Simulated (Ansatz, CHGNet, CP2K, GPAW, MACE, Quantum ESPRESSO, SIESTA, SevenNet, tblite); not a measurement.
## Pt(100)/Be(0001) interface (64 atoms) in tblite

Aim: run Pt(100)/Be(0001) interface (64 atoms) in tblite and see how near its forces come to a plane-wave reference, and at what cost.

Main program and level: tblite 0.8.0; the method is named at each step.

## 1. Starting point

The cell holds 64 atoms: 24 Pt and 40 Be. Its edges and angles: a = 7.883 Å, b = 6.126 Å, c = 15.503 Å, α = 90.0°, β = 90.0°, γ = 108.8°. Fcc Pt(100), 4 repeat layers, 6 surface cells, strained +0.45 and -1.26 %; hcp Be(0001), 2 layers, 10 cells, -0.45 and +1.29 %; outer planes 2.22 Å apart and 2.02 Å at the second interface of the periodic stack; not relaxed, displaced by a Gaussian of 0.02 Å. Then every atom was moved at random, 0.05 Å r.m.s. a Cartesian component. Regions: Pt, 24 atoms (24 Pt); Be, 40 atoms (40 Be). The structure's axis is c.

The yardstick, on the same geometry:

* method: Kohn-Sham DFT, PBE, PAW, plane waves (Ansatz 0.2.0); cutoff 420 eV, Γ point, fermi-dirac smearing of 0.05 eV; PAW set soft_2
* r.m.s. force component: 0.773 eV/Å
* longest force: 2.886 eV/Å
* pressure: 4.388 GPa
* SCF cycles: 10
* time: 11 s on 4 threads of Arm Neoverse V1, shared host
* CPU time: 32 s

## 2. GFN1-xTB

Method: GFN1-xTB tight binding, diagonalisation.

run.py

```python
import numpy as np
from ase.io import read
from tblite.ase import TBLite

atoms = read("structure.xyz")
atoms.calc = TBLite(method="GFN1-xTB", electronic_temperature=580, accuracy=1.0, max_iterations=250, mixer_damping=0.1, verbosity=1)
energy = atoms.get_potential_energy()
forces = atoms.get_forces()
print(f"energy {energy:.6f} eV")
print("forces (eV/A)")
for i, (a, f) in enumerate(zip(atoms, forces)):
    print(f"{i:4d} {a.symbol:2s} {f[0]:10.5f} {f[1]:10.5f} {f[2]:10.5f}")
stress = -atoms.get_stress(voigt=False) * 160.21766
print("stress (GPa, compression positive)")
for row in stress:
    print(" ".join(f"{x:10.4f}" for x in row))
print("charges (e)")
print(np.array2string(atoms.get_charges(), precision=4, suppress_small=True, max_line_width=110, threshold=100000))
```

structure.xyz

```xyz
64
Lattice="7.88350 0.00000 0.00000 -1.97134 5.80046 0.00000 0.00000 0.00000 15.50256" Properties=species:S:1:pos:R:3 pbc="T T T"
Pt 3.94419 3.93410 0.00899
Pt 4.00467 1.90534 1.94433
Pt 3.98575 3.82668 3.96168
Pt 3.95596 1.97627 5.77904
Pt 5.90145 1.91270 0.00403
Pt 5.95702 0.05725 2.01967
Pt 5.88998 2.00934 3.94230
Pt 5.88192 0.00615 5.99344
Pt -0.05415 3.82065 15.42040
Pt 0.07069 2.00980 1.93332
Pt -0.07973 3.80429 3.88587
Pt -0.03873 1.95458 5.93919
Pt 2.03658 1.96415 0.01721
Pt -0.07965 5.73770 1.90914
Pt 2.01498 2.02842 3.95222
Pt -0.07429 5.75696 5.96849
Pt 3.93517 0.02448 0.07178
Pt 2.04893 3.84385 2.00448
Pt 1.90648 5.70812 3.99594
Pt 1.95525 3.82836 5.86074
Pt -1.94958 5.76937 0.00264
Pt 5.96317 3.79188 2.11796
Pt 7.82816 0.01856 4.00881
Pt 5.91754 3.89043 5.98492
Be 1.57232 0.54130 8.07342
Be -1.01079 5.04350 9.93916
Be 1.57895 0.45406 11.62475
Be -0.91907 5.10417 13.46552
Be -0.27382 3.96850 8.17341
Be 6.92007 2.77030 9.86598
Be -0.28750 4.05771 11.63932
Be -0.92437 2.85139 13.45700
Be -0.34868 1.67152 8.07575
Be 6.94178 0.46056 9.93296
Be -0.25289 1.55110 11.54507
Be 6.88378 0.47442 13.49219
Be 5.61745 5.13016 8.17093
Be 5.13115 3.96815 10.01620
Be 5.55493 5.18631 11.80566
Be 4.93463 4.03654 13.43514
Be 5.67400 2.82204 8.15233
Be 4.92934 1.62738 9.95450
Be 5.60019 2.84484 11.84954
Be 4.92061 1.64402 13.52304
Be 5.62600 0.47987 8.18101
Be 3.04971 5.19188 9.84831
Be 5.66255 0.42407 11.70381
Be 3.03395 5.07563 13.43467
Be 3.51233 3.94524 8.21341
Be 3.00937 2.92691 9.93916
Be 3.71084 3.93294 11.71373
Be 2.91947 2.81868 13.45669
Be 3.65133 1.58150 8.17853
Be 3.03552 0.50528 10.01310
Be 3.61208 1.76172 11.67064
Be 3.09148 0.44385 13.41995
[... 4 atom lines left out ...]
Be 1.69250 2.84089 8.12815
Be 1.03970 1.66148 9.83622
Be 1.76355 2.80974 11.78257
Be 0.98149 1.76989 13.50862
```

Command:

```
OMP_NUM_THREADS=1 python run.py > output.txt
```

The log of the run:

```text
------------------------------------------------------------
  cycle        total energy    energy error   density error
------------------------------------------------------------
      1     -107.1200309885  -1.0691788E+02   1.2071022E+00
      2      102.9040330828   2.1002406E+02   1.6587388E+00
      3     -99.93619638925  -2.0284023E+02   1.2289090E+00
      4     -136.5604556462  -3.6624259E+01   8.1085664E-01
      5     -125.6497920109   1.0910664E+01   5.1745415E-01
      6     -84.01891427051   4.1630878E+01   7.3056053E-01
      7     -137.5265177590  -5.3507603E+01   2.3312588E-01
      8     -137.9136246495  -3.8710689E-01   1.2896623E-01
      9     -138.5058356731  -5.9221102E-01   9.9244708E-02
     10     -139.0159853602  -5.1014969E-01   5.1313173E-02
     11     -139.0954385317  -7.9453171E-02   4.5478898E-02
     12     -139.1606471417  -6.5208610E-02   3.3557691E-02
     13     -139.1970885677  -3.6441426E-02   2.8594222E-02
     14     -139.2046730685  -7.5845008E-03   1.8105168E-02
     15     -139.2188169350  -1.4143867E-02   1.0090084E-02
     16     -139.2189287036  -1.1176854E-04   5.5996106E-03
     17     -139.2210599790  -2.1312754E-03   3.3080521E-03
     18     -139.2209407190   1.1926005E-04   2.6711369E-03
     19     -139.2211095809  -1.6886191E-04   1.3553883E-03
     20     -139.2211210774  -1.1496537E-05   1.3976543E-03
     21     -139.2212576284  -1.3655097E-04   6.1350122E-04
     22     -139.2212523817   5.2466657E-06   4.0716512E-04
     23     -139.2212698465  -1.7464820E-05   1.2049324E-04
     24     -139.2212701855  -3.3900324E-07   4.9348225E-05
     25     -139.2212701067   7.8824229E-08   4.7536247E-05
     26     -139.2212701998  -9.3112931E-08   2.1364560E-05
     27     -139.2212702107  -1.0830263E-08   1.6136351E-05
------------------------------------------------------------
 total:                                   4.073 sec
energy -3788.403727 eV
forces (eV/A)
   0 Pt   -0.28386   -0.02577   -0.59168
   1 Pt   -0.66135   -0.42318    0.02973
   2 Pt   -0.42485    1.48334    0.29137
   3 Pt   -0.69644   -0.89001    1.59472
   4 Pt    0.40094   -0.09142   -0.75891
   5 Pt    0.14555   -0.56740    0.33914
   6 Pt   -0.02790   -2.54719    0.91859
   7 Pt    0.30301    0.03860    0.00488
   8 Pt    0.52261    0.52490   -0.66864
   9 Pt   -0.50542   -1.42875    0.04485
  10 Pt    1.09010    1.29719    1.15075
  11 Pt    0.03879   -0.31796   -0.50852
  12 Pt    0.11527   -0.65525   -0.42200
  13 Pt    0.97528    1.04850    0.79567
  14 Pt   -0.89811   -2.34738    0.06251
  15 Pt    1.03596    0.06452   -0.62495
  16 Pt   -0.07441   -0.68345   -0.68169
  17 Pt    0.09216    0.96972   -0.66130
  18 Pt    0.57100    1.01601   -0.39049
  19 Pt    0.27630    0.59199    1.53850
  20 Pt    0.28071    0.25412   -0.19848
  21 Pt   -0.65849    1.18862   -2.07969
  22 Pt    0.62680    0.99040   -0.13370
  23 Pt   -0.28858    0.02180    1.75723
[...]
56 Be    0.32119   -0.44003   -1.07598
  57 Be   -0.65892   -0.00407   -0.10312
  58 Be    0.36332   -0.16190   -0.60320
  59 Be   -0.33554    0.62124    0.71951
  60 Be    0.03524    0.13742   -0.45725
  61 Be   -0.46535    0.34165    0.01825
  62 Be   -0.26655   -0.33836   -0.90053
  63 Be   -0.45246   -0.50825   -0.21928
stress (GPa, compression positive)
   32.1494     8.6277    -1.2889
    8.6277    25.0793     0.6291
   -1.2889     0.6291    24.8422
charges (e)
[-0.2427  0.0159  0.0256 -0.1669 -0.229  -0.0147  0.0308 -0.2428 -0.2417 -0.001   0.0242 -0.21   -0.2203
 -0.0123  0.001  -0.2337 -0.1991  0.0024 -0.0088 -0.1955 -0.2278  0.0269 -0.0016 -0.2248  0.1184  0.0048
 -0.0049  0.1407  0.1444 -0.0075  0.0101  0.1299  0.1285  0.0116 -0.0134  0.1368  0.1325  0.0096  0.0245
  0.1464  0.1017  0.0166 -0.0167  0.1497  0.0995  0.0087 -0.005   0.1278  0.1289  0.0024  0.0101  0.1288
  0.0815  0.0066 -0.0063  0.1228  0.1233 -0.0055  0.0088  0.108   0.1     0.0031 -0.0065  0.1457]
```

Elapsed: 4.6 s, on 1 thread of Arm Neoverse V1, shared host; peak memory 0.12 GiB.

Banners, paths, timers and routine set-up lines are dropped from the logs unmarked, and long logs keep their key lines alone; longer cuts are marked.

Against the reference:

| Item | Value |
| --- | --- |
| r.m.s. force component | 0.6783 eV/Å |
| r.m.s. difference of force components | 325.3 meV/Å |
| longest difference of force vectors | 1731 meV/Å |
| force difference over r.m.s. force | 42.08 % |
| slope of forces against the reference's | 0.7965 |
| correlation of force components | 0.9076 |
| pressure | 27.36 GPa |
| pressure difference | 22.97 GPa |

Length of the force difference by element (eV/Å):

```
element  atoms  mean  most
     Be     40  0.38  0.72
     Pt     24  0.65   1.7
```

A closer look about Pt7, whose charge lies farthest from its element's mean: 13 atoms, nearest first, numbered in the order of the input, with positions taken from that point.

```
atom      x      y      z  distance (Å)  Mulliken charge (e)     Fx     Fy  Fz (eV/Å)
 Pt7   0.00   0.00   0.00          0.00                 0.03  -0.03  -2.55       0.92
Pt22   0.07   1.78  -1.82          2.55                 0.03  -0.66   1.19      -2.08
Pt11   1.91   1.79  -0.06          2.62                 0.02   1.09   1.30       1.15
 Pt3  -1.90   1.82   0.02          2.63                 0.03  -0.42   1.48       0.29
 Pt4  -1.93  -0.03   1.84          2.67                -0.17  -0.70  -0.89       1.59
 Pt6   0.07  -1.95  -1.92          2.74                -0.01   0.15  -0.57       0.34
 Pt2  -1.89  -0.10  -2.00          2.75                 0.02  -0.66  -0.42       0.03
Pt24   0.03   1.88   2.04          2.78                -0.22  -0.29   0.02       1.76
Pt23   1.94  -1.99   0.07          2.78                 0.00   0.63   0.99      -0.13
Pt12   1.95  -0.05   2.00          2.79                -0.21   0.04  -0.32      -0.51
 Pt8  -0.01  -2.00   2.05          2.87                -0.24   0.30   0.04       0.00
Pt10   2.06   0.00  -2.01          2.88                 0.00  -0.51  -1.43       0.04
Pt19  -2.01  -2.10   0.05          2.91                -0.01   0.57   1.02      -0.39
```

Atoms are counted from 1 here, from 0 in the log.

Forces lie 42 % from the reference's, at 0.14 times its CPU time (on 1 against 4 cores).

## 3. Summary of results

```json
{
 "force difference from the reference": "tblite GFN1-xTB, 42 %",
 "its CPU time": "4.6 s"
}
```

**Reading.** Tight binding differs by 42 % (tblite GFN1-xTB); it is another model, with fitted parameters of its own, and the xTB methods hold dispersion. One electronic-structure run takes under half the reference's CPU time: tblite GFN1-xTB, at 42 % in 4.6 s against 32 s; its pressure misses by +23.0 GPa. Periodic xTB results under one method name differ between programs and library versions. The cell is under 6 Å thick along one periodic direction, so every atom has periodic images of itself close by, which move with it and show among its neighbours and in g(r). The reference's stress is far from hydrostatic: its diagonal is 15.5, -0.2, -2.2 GPa, compression counted positive. The host structure and its lattice constant were typed by rule, without a check against the phase diagram. The reference's pressure of 4.4 GPa belongs to a cell and atoms that aren't relaxed at this level. The electronic-structure runs sample only Γ, in a cell whose shortest periodic width is 6 Å, which is coarse for a cell with partly filled levels. Spin–orbit coupling is left out, which matters for the levels of the heavy elements.

[Also dropped from logs without a mark: logging warnings of Python, and SIESTA's first energy breakdown and zero terms.]

[Logs are printed without paths, hosts, clocks, repeated set-up lines and the standing remarks that a program may print on its own settings, such as how far it seeks lower states.]

[Hosts, paths, dates, database ids (printed as entryN), source tags and the programs' standing remarks are cut or masked in the printed files.]
